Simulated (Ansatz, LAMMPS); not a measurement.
# Static equation of state of glassy 29TiO2-71Al2O3 (mol %) (137 atoms)

Density of this cell: 3.31 g/cm³. The cell holds 137 atoms: 9 Ti, 44 Al and 84 O. Its edges and angles: a = 11.359 Å, b = 11.213 Å, c = 11.683 Å, α = 90.1°, β = 89.2°, γ = 88.9°. The starting structure: 137 atoms (9 Ti, 44 Al, 84 O) placed at random at 3.12 g/cm³, melted at 4000 K for 10 ps at fixed volume with the Morse and Coulomb pair potential with partial charges (Pedone, Malavasi, Menziani, Cormack and Segre, J. Phys. Chem. B 110, 11780 (2006)). Quenched from 4000 K to 300 K at 300 K/ps and fixed volume, held 10 ps at zero pressure.

Calculated with Ansatz 0.2.0: Kohn-Sham DFT, LDA, PAW (set soft_2), plane waves; cutoff 420 eV, Γ point, fixed occupations. Cell and atoms were relaxed first, to V0 = 10.859 Å³ an atom at a residual P0 = 0.020 GPa. The cell was then scaled evenly, and the atoms were relaxed at each volume.

| volume (Å³/atom) | pressure (GPa) |
| --- | --- |
| 10.207 | 7.314 |
| 10.533 | ? |
| 11.184 | -2.791 |
| 11.510 | -5.132 |

Task: Fit the third-order Birch–Murnaghan equation to the rows given and interpolate to the withheld row.

Worked fit:

Take the Eulerian strain f = ½[(V0/V)^(2/3) − 1] and the normalised pressure F = (P − P0) / [3f(1 + 2f)^(5/2)]. The third-order Birch–Murnaghan equation is then the line F = B0 + (3/2)B0(B′ − 4) f, so u = f and v = F.

```
      u = f  v = F (GPa)
  0.0210566      104.154
-0.00975664      100.883
 -0.0190507      99.3418
```

With n = 3: mean u = -0.00258357, mean v = 101.460, Σ(u − ū)² = 8.815e-4, Σ(u − ū)(v − v̄) = 0.10271. Slope b = 0.10271 / 8.815e-4 = 116.52; intercept a = v̄ − b ū = 101.76.

So B0 = a = 102 GPa and B′ = 4 + 2b/(3a) = 4.76. At the withheld volume f = 0.01026, F = a + b f = 103.0 GPa, and P = P0 + 3f(1 + 2f)^(5/2) F.

Prediction at 10.533: 3.353 GPa. The run gave 3.923 GPa, so the fit is low by 0.57 GPa (15 % of the value).

The series isn't one smooth equation of state: even a line fitted to all rows, the withheld one included, misses F by up to 9.6 %, the count of bonds changes along the series and an atom moves over 0.5 Å in some relaxation. B0 and B′ are then only the numbers of this fit, not moduli of the material. Among the rows given, the largest miss of the fit is at 11.510, by 0.010 GPa (0.083 % of the range of the table).

Limits: Static cells at zero temperature; the cell shape is held. The program notes that the SCF threshold of these relaxations is loose for the stress. The quench rate of 300 K/ps is many orders above laboratory rates, so the cell is likely richer in defects and strain than a real sample. The network of bonds at the start is that of the classical potential that made the cell, and needn't be the one that DFT or experiment would give. Only the Γ point is sampled, in a cell whose shortest periodic width is 11 Å.

[Logs are printed without paths, hosts, clocks, repeated set-up lines and the standing remarks that a program may print on its own settings, such as how far it seeks lower states.]

[Hosts, paths, dates, database ids (printed as entryN), source tags and the programs' standing remarks are cut or masked in the printed files.]
